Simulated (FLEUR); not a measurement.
# Fixed-spin-moment curve of MnHg with FLEUR, part 2 of 2

Wanted: E(M) for MnHg, with its minima.

FLEUR MaX-R8.1; PBEsol; all-electron FLAPW, Dirac cores, scalar-relativistic bands.

So far, magnetization (μB): step 2 (unconstrained state) 3.91; step 4 (with continued, fixed moment 3.518 μB a cell) 3.52.

## Step 5: Moment fixed at 2.639 μB

File inp.xml:

```
<?xml version="1.0" encoding="UTF-8" standalone="no"?>
<fleurInput fleurInputVersion="0.39">
   <comment>
      MnHg
   </comment>
   <calculationSetup>
      <cutoffs Kmax="3.6" Gmax="10.8" GmaxXC="10.8" numbands="0"/>
      <scfLoop itmax="90" minDistance="0.00002" maxIterBroyd="15" imix="Anderson" alpha="0.05" precondParam="0.0" spinf="2.0" sdNocoIR="T"/>
      <coreElectrons ctail="T" frcor="F" kcrel="0" coretail_lmax="0"/>
      <xcFunctional name="PBEs" relativisticCorrections="F"/>
      <magnetism jspins="2" fixed_moment="2.639"/>
      <soc l_soc="F" theta="0.0" phi="0.0" spav="F"/>
      <expertModes spex="0" secvar="F"/>
      <geometryOptimization l_f="F" forcealpha="1.0" forcemix="BFGS" epsdisp="0.00001" epsforce="0.00001"/>
      <ldaU l_linMix="F" mixParam="0.05" spinf="1.0"/>
   </calculationSetup>
   <cell>
      <bzIntegration valenceElectrons="33.0" mode="hist" fermiSmearingEnergy="0.00110248">
         <kPointListSelection listName="default-1"/>
         <xi:include xmlns:xi="http://www.w3.org/2001/XInclude" href="kpts.xml"> </xi:include>
      </bzIntegration>
      <xi:include xmlns:xi="http://www.w3.org/2001/XInclude" href="sym.xml"> </xi:include>
      <bulkLattice scale="1.0">
         <bravaisMatrix>
            <row-1>    6.2644421030489994     0.0000000000000000     0.0000000000000000</row-1>
            <row-2>    0.0000000000000000     6.2644421030489994     0.0000000000000000</row-2>
            <row-3>    0.0000000000000000     0.0000000000000000     6.2644421030489994</row-3>
         </bravaisMatrix>
      </bulkLattice>
   </cell>
   <atomSpecies>
      <species name="Manganese 3.501" element="Mn" atomicNumber="25">
         <mtSphere radius="2.64" gridPoints="873" logIncrement="0.014"/>
         <atomicCutoffs lmax="10" lnonsphr="8"/>
         <electronConfig flipSpins="F">
            <coreConfig>(1s1/2) (2s1/2) (2p1/2) (2p3/2)</coreConfig>
            <valenceConfig>(3s1/2) (3p1/2) (3p3/2) (4s1/2) (3d3/2) (3d5/2)</valenceConfig>
            <stateOccupation state="(3d3/2)" spinUp="1.2505" spinDown="0.7495"/>
            <stateOccupation state="(3d5/2)" spinUp="3.0" spinDown="0.0"/>
         </electronConfig>
         <energyParameters s="4" p="4" d="3" f="4"/>
         <lo type="SCLO" l="0" n="3" eDeriv="0"/>
         <lo type="SCLO" l="1" n="3" eDeriv="0"/>
      </species>
      <species name="Mercury (Hg)" element="Hg" atomicNumber="80">
         <mtSphere radius="2.64" gridPoints="873" logIncrement="0.015"/>
         <atomicCutoffs lmax="10" lnonsphr="8"/>
         <electronConfig flipSpins="F">
            <coreConfig>(1s1/2) (2s1/2) (2p1/2) (2p3/2) (3s1/2) (3p1/2) (3p3/2) (4s1/2) (3d3/2) (3d5/2) (4p1/2) (4p3/2) (5s1/2) (4d3/2) (4d5/2) (4f5/2) (4f7/2)</coreConfig>
            <valenceConfig>(5p1/2) (5p3/2) (6s1/2) (5d3/2) (5d5/2)</valenceConfig>
         </electronConfig>
         <energyParameters s="6" p="6" d="5" f="5"/>
         <lo type="SCLO" l="1" n="5" eDeriv="0"/>
      </species>
   </atomSpecies>
   <atomGroups>
      <atomGroup species="Manganese 3.501">
         <relPos label="                   1">1.000/2.000 1.000/2.000 1.000/2.000</relPos>
         <force calculate="T" relaxXYZ="TTT"/>
      </atomGroup>
      <atomGroup species="Mercury (Hg)">
         <relPos label="                   2">.0000000000 .0000000000 .0000000000</relPos>
         <force calculate="T" relaxXYZ="TTT"/>
      </atomGroup>
   </atomGroups>
   <output dos="F" band="F" slice="F">
      <bandDOS minEnergy="-.5*Htr" maxEnergy="0.5*Htr" sigma="0.015" storeEVData="T"/>
      <plotting iplot="0" polar="F">
         <plot TwoD="T" vec1="  1.0  0.0  0.0" vec2="  0.0  1.0  0.0" vec3="  0.0  0.0  1.0" zero="  0.0  0.0  0.0" file="plot"/>
      </plotting>
      <moessbauerParams electricFieldGradient="F" isomerShift="F" coreHyperfine="F" valenceHyperfine="F"/>
   </output>
</fleurInput>
```

On the command line:

```bash
> OMP_NUM_THREADS=1 mpirun -n 4 fleur_MPI > fleur.log
```

What it wrote:

```text
[banner, memory and clock lines left out]
Welcome to FLEUR        (www.flapw.de)
      MaX-Release 8.1          (www.max-centre.eu)

 ========== k-point set info ==========
 Selected k-point list: default-1
 k-point list type: mesh
 0 x 0 x 0
 Number of k points: 36

 [... set-up left out ...]
 Iteration:     1   Distance:      14.64931712 me/bohr^3
 Iteration:     2   Distance:      14.13275510 me/bohr^3
 Iteration:     3   Distance:       7.01097039 me/bohr^3
 Iteration:     4   Distance:       1.47124893 me/bohr^3
 Iteration:     5   Distance:       1.42841399 me/bohr^3
[...]
<sumOfEigenvalues value="   -12781.9213787242">
               <coreElectrons value="-12758.0162853438"/>
               <valenceElectrons value="-23.9050933804"/>
            </sumOfEigenvalues>
         [... left out ...]
            <freeEnergy value="-20813.9431137856"/>
            <extrapolationTo0K value="-20813.9429706288"/>
         </totalEnergy>
         <densityConvergence units="me/bohr^3">
            <chargeDensity spin="1" distance="0.0000096956"/>
            <chargeDensity spin="2" distance="0.0000122892"/>
            <overallChargeDensity distance="0.0000135871"/>
            <spinDensity distance="0.0000174770"/>
         </densityConvergence>
      </iteration>
```

Run time: 13 s. Hardware: 4 MPI ranks of Arm Neoverse V2, shared host; peak memory 0.23 GiB; 53 s of CPU time.

This step gave:

```yaml
magnetization: 2.639 μB
```

Its energy lies +406.6 meV a cell from the free run's.

## Step 6: Moment fixed at 5.278 μB

Changes to inp.xml since step 5:

```diff
@@ -10,3 +10,3 @@
       <xcFunctional name="PBEs" relativisticCorrections="F"/>
-      <magnetism jspins="2" fixed_moment="2.639"/>
+      <magnetism jspins="2" fixed_moment="5.278"/>
       <soc l_soc="F" theta="0.0" phi="0.0" spav="F"/>
```

What it wrote:

```text
[banner, memory and clock lines left out]
Welcome to FLEUR        (www.flapw.de)
      MaX-Release 8.1          (www.max-centre.eu)

 ========== k-point set info ==========
 Selected k-point list: default-1
 k-point list type: mesh
 0 x 0 x 0
 Number of k points: 36

 [... set-up left out ...]
 Iteration:     1   Distance:      10.00776692 me/bohr^3
 Iteration:     2   Distance:       9.58765341 me/bohr^3
 Iteration:     3   Distance:       3.85597146 me/bohr^3
 Iteration:     4   Distance:       1.00841562 me/bohr^3
 Iteration:     5   Distance:       0.48990801 me/bohr^3
[...]
<sumOfEigenvalues value="   -12780.9319186250">
               <coreElectrons value="-12757.0395538088"/>
               <valenceElectrons value="-23.8923648161"/>
            </sumOfEigenvalues>
         [... left out ...]
            <freeEnergy value="-20813.9244722903"/>
            <extrapolationTo0K value="-20813.9244080341"/>
         </totalEnergy>
         <densityConvergence units="me/bohr^3">
            <chargeDensity spin="1" distance="0.0000043702"/>
            <chargeDensity spin="2" distance="0.0000034482"/>
            <overallChargeDensity distance="0.0000068445"/>
            <spinDensity distance="0.0000038898"/>
         </densityConvergence>
      </iteration>
```

It took 12 s on 4 MPI ranks; peak memory 0.23 GiB.

This step gave:

| Item | Value |
| --- | --- |
| magnetization | 5.278 μB |

Its energy lies +913.9 meV a cell from the free run's.

## Step 7: An attempt with other settings

A slip in the input shows what the program catches and what it lets pass.

File inp.xml:

```
<?xml version="1.0" encoding="UTF-8" standalone="no"?>
<fleurInput fleurInputVersion="0.39">
   <comment>
      MnHg
   </comment>
   <calculationSetup>
      <cutoffs Kmax="3.6" Gmax="10.8" GmaxXC="10.8" numbands="0"/>
      <scfLoop itmax="75" minDistance="0.00002" maxIterBroyd="15" imix="straight" alpha="0.003" precondParam="0.0" spinf="2.0" sdNocoIR="T"/>
      <coreElectrons ctail="T" frcor="F" kcrel="0" coretail_lmax="0"/>
      <xcFunctional name="PBEs" relativisticCorrections="F"/>
      <magnetism jspins="2"/>
      <soc l_soc="F" theta="0.0" phi="0.0" spav="F"/>
      <expertModes spex="0" secvar="F"/>
      <geometryOptimization l_f="F" forcealpha="1.0" forcemix="BFGS" epsdisp="0.00001" epsforce="0.00001"/>
      <ldaU l_linMix="F" mixParam="0.05" spinf="1.0"/>
   </calculationSetup>
   <cell>
      <bzIntegration valenceElectrons="33.0" mode="hist" fermiSmearingEnergy="0.00110248">
         <kPointListSelection listName="default-1"/>
         <xi:include xmlns:xi="http://www.w3.org/2001/XInclude" href="kpts.xml"> </xi:include>
      </bzIntegration>
      <xi:include xmlns:xi="http://www.w3.org/2001/XInclude" href="sym.xml"> </xi:include>
      <bulkLattice scale="1.0">
         <bravaisMatrix>
            <row-1>    6.2644421030489994     0.0000000000000000     0.0000000000000000</row-1>
            <row-2>    0.0000000000000000     6.2644421030489994     0.0000000000000000</row-2>
            <row-3>    0.0000000000000000     0.0000000000000000     6.2644421030489994</row-3>
         </bravaisMatrix>
      </bulkLattice>
   </cell>
   <atomSpecies>
      <species name="Manganese 3.501" element="Mn" atomicNumber="25">
         <mtSphere radius="2.64" gridPoints="873" logIncrement="0.014"/>
         <atomicCutoffs lmax="10" lnonsphr="8"/>
         <electronConfig flipSpins="F">
            <coreConfig>(1s1/2) (2s1/2) (2p1/2) (2p3/2)</coreConfig>
            <valenceConfig>(3s1/2) (3p1/2) (3p3/2) (4s1/2) (3d3/2) (3d5/2)</valenceConfig>
            <stateOccupation state="(3d3/2)" spinUp="1.2505" spinDown="0.7495"/>
            <stateOccupation state="(3d5/2)" spinUp="3.0" spinDown="0.0"/>
         </electronConfig>
         <energyParameters s="4" p="4" d="3" f="4"/>
         <lo type="SCLO" l="0" n="3" eDeriv="0"/>
         <lo type="SCLO" l="1" n="3" eDeriv="0"/>
      </species>
      <species name="Mercury (Hg)" element="Hg" atomicNumber="80">
         <mtSphere radius="2.64" gridPoints="873" logIncrement="0.015"/>
         <atomicCutoffs lmax="10" lnonsphr="8"/>
         <electronConfig flipSpins="F">
            <coreConfig>(1s1/2) (2s1/2) (2p1/2) (2p3/2) (3s1/2) (3p1/2) (3p3/2) (4s1/2) (3d3/2) (3d5/2) (4p1/2) (4p3/2) (5s1/2) (4d3/2) (4d5/2) (4f5/2) (4f7/2)</coreConfig>
            <valenceConfig>(5p1/2) (5p3/2) (6s1/2) (5d3/2) (5d5/2)</valenceConfig>
         </electronConfig>
         <energyParameters s="6" p="6" d="5" f="5"/>
         <lo type="SCLO" l="1" n="5" eDeriv="0"/>
      </species>
   </atomSpecies>
   <atomGroups>
      <atomGroup species="Manganese 3.501">
         <relPos label="                   1">1.000/2.000 1.000/2.000 1.000/2.000</relPos>
         <force calculate="T" relaxXYZ="TTT"/>
      </atomGroup>
      <atomGroup species="Mercury (Hg)">
         <relPos label="                   2">.0000000000 .0000000000 .0000000000</relPos>
         <force calculate="T" relaxXYZ="TTT"/>
      </atomGroup>
   </atomGroups>
   <output dos="F" band="F" slice="F">
      <bandDOS minEnergy="-.5*Htr" maxEnergy="0.5*Htr" sigma="0.015" storeEVData="T"/>
      <plotting iplot="0" polar="F">
         <plot TwoD="T" vec1="  1.0  0.0  0.0" vec2="  0.0  1.0  0.0" vec3="  0.0  0.0  1.0" zero="  0.0  0.0  0.0" file="plot"/>
      </plotting>
      <moessbauerParams electricFieldGradient="F" isomerShift="F" coreHyperfine="F" valenceHyperfine="F"/>
   </output>
</fleurInput>
```

File crystal.txt:

```
MnHg
&input film=F cartesian=F /
3.31500000000  0.00000000000  0.00000000000
0.00000000000  3.31500000000  0.00000000000
0.00000000000  0.00000000000  3.31500000000
1.8897261246
1.0 1.0 1.0

2
25 0.50000000000  0.50000000000  0.50000000000 : 3.501
80 0.00000000000  0.00000000000  0.00000000000

&kpt div1=8 div2=8 div3=8 gamma=T /
```

On the command line:

```bash
> OMP_NUM_THREADS=1 inpgen -f crystal.txt > inpgen.log  # inp.xml is then edited as shown
> OMP_NUM_THREADS=1 mpirun -n 4 fleur_MPI > fleur.log
```

What it wrote:

```text
[banner, memory and clock lines left out]
Welcome to FLEUR        (www.flapw.de)
      MaX-Release 8.1          (www.max-centre.eu)

 ========== k-point set info ==========
 Selected k-point list: default-1
 k-point list type: mesh
 0 x 0 x 0
 Number of k points: 36

 [... set-up left out ...]
 Iteration:     1   Distance:      17.62009319 me/bohr^3
 Iteration:     2   Distance:      17.22859641 me/bohr^3
 Iteration:     3   Distance:      16.85481895 me/bohr^3
 Iteration:     4   Distance:      16.49797814 me/bohr^3
 Iteration:     5   Distance:      16.15624793 me/bohr^3
 Iteration:     6   Distance:      15.82774301 me/bohr^3
 Iteration:     7   Distance:      15.51067110 me/bohr^3
 Iteration:     8   Distance:      15.20375155 me/bohr^3
[... lines left out ...]
[... 55 iterations left out ...]
[... lines left out ...]
 Iteration:    70   Distance:       7.09975457 me/bohr^3
 Iteration:    71   Distance:       7.04813586 me/bohr^3
 Iteration:    72   Distance:       6.99739625 me/bohr^3
 Iteration:    73   Distance:       6.94750454 me/bohr^3
 Iteration:    74   Distance:       6.89843100 me/bohr^3
 Iteration:    75   Distance:       6.85014729 me/bohr^3

 ********************************************************************
 Run finished successfully
 Stop message:
   all done
 ********************************************************************

--- out.xml (last complete iteration) ---
<iteration numberForCurrentRun="   75" overallNumber="   75">
         [... left out ...]
         <bandgap value="0.0106712009" units="eV"/>
         <sumValenceSingleParticleEnergies value="-23.2958918602" units="Htr"/>
         <FermiEnergy value="0.3153184147" units="Htr"/>
         [... left out ...]
         <magneticMomentsInMTSpheres units="muBohr">
            <globalMagMoment atomType="1" vec="0.00000   0.00000   3.71792"/>
            <globalMagMoment atomType="2" vec="0.00000   0.00000  -0.02990"/>
         </magneticMomentsInMTSpheres>
         [... left out ...]
         <totalEnergy value="   -20813.9575963070" units="Htr">
            <sumOfEigenvalues value="   -12777.9698492496">
               <coreElectrons value="-12754.6739573894"/>
               <valenceElectrons value="-23.2958918602"/>
            </sumOfEigenvalues>
         [... left out ...]
            <freeEnergy value="-20813.9578889063"/>
            <extrapolationTo0K value="-20813.9577426066"/>
         </totalEnergy>
         <densityConvergence units="me/bohr^3">
            <chargeDensity spin="1" distance="4.2458743536"/>
            <chargeDensity spin="2" distance="4.3024943800"/>
            <overallChargeDensity distance="6.8501472948"/>
            <spinDensity distance="5.1140293188"/>
         </densityConvergence>
      </iteration>
```

The job ended after 48 s (4 MPI ranks; peak memory 0.23 GiB).

The run stopped without converging, so none of its numbers is a property of the system.

The fault in the input: linear mixing far too weak.

After 75 cycles the density distance stands at 6.9 me/bohr³, falling at every cycle, but slowly.

Each cycle moves so little that the limit comes first; a mixer with history is the cure.

## Step 8: All moments

The other moments were run in the same way.

Energy over the lowest against total spin moment:

```csv
total spin moment (μB a cell),energy over the lowest (meV a cell)
0.00,1422
0.88,1288
1.76,896
2.64,407
3.52,55.3
3.91,0
5.28,914
```

Table of moment, largest sphere moment by total spin moment:

```csv
total spin moment (μB a cell),"moment, largest sphere moment (μB)"
0.00,0
0.88,1.01
1.76,1.96
2.64,2.88
3.52,3.65
3.91,3.93
5.28,4.63
```

## Step 9: Summary of results

```
moment of the free run     : 3.91 μB a cell
moment of the lowest point : 3.91 μB a cell
energy of the spinless run : 1422 meV a cell over the lowest
```

In words: The lowest point lies 1422 meV a cell under the spinless run, in free energy at a smearing of 0.03 eV. The point at zero is the spinless run. Opposed orders, which also have no total moment, were not run.

[Logs and program files are shortened in this print: banners, set-up blocks, solver, clock and traceback lines can be left out without a mark of their own.]

[Logs are printed without paths, hosts, clocks, repeated set-up lines and the standing remarks that a program may print on its own settings, such as how far it seeks lower states.]

[Hosts, paths, dates, database ids (printed as entryN), source tags and the programs' standing remarks are cut or masked in the printed files.]

[Where a cell is said to come from a database of computed structures, the database is the Materials Project.]
